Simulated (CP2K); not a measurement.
Two runs for the O K edge of 5-hydroxypyrimidine. Run A: CP2K XAS_TDP, all-electron GAPW, PBEh(45%), aug-cc-pVDZ, TDA, no relativity. Run B has a fault in its input.

First lines with a strength over 0.0015. A:

```csv
atom,energy (eV),states,"strength, one atom"
O1 (bonded to C and H),530.97,1,0.0194
,531.61,1,0.0087
,533.39,1,0.0171
,533.47,1,0.0097
,534.03,1,0.0118
```

B:

```csv
atom,energy (eV),states,"strength, one atom"
O1 (bonded to C and H),534.70,1,0.0015
,534.79,1,0.0032
,537.03,1,0.0023
,539.09,1,0.0020
,539.93,1,0.0016
```

What went wrong in run B?

Exact exchange is left out of the kernel though the ground state has it (exact exchange in the kernel to 0). Against PBEh(45%) in aug-cc-pVDZ, the leading line moves by +3.73 eV, to 534.70 eV; the strength of O1's goes from 0.0194 to 0.0015, so the two may not be the same state. The next line of O1 over the strength cut lies 0.09 eV higher, against 0.64. Another fault could leave a like mark.

[Banner, clock and machine lines of the logs are left out without a mark of their own.]

[Logs are printed without paths, hosts, clocks, repeated set-up lines and the standing remarks that a program may print on its own settings, such as how far it seeks lower states.]

[Hosts, paths, dates, database ids (printed as entryN), source tags and the programs' standing remarks are cut or masked in the printed files.]
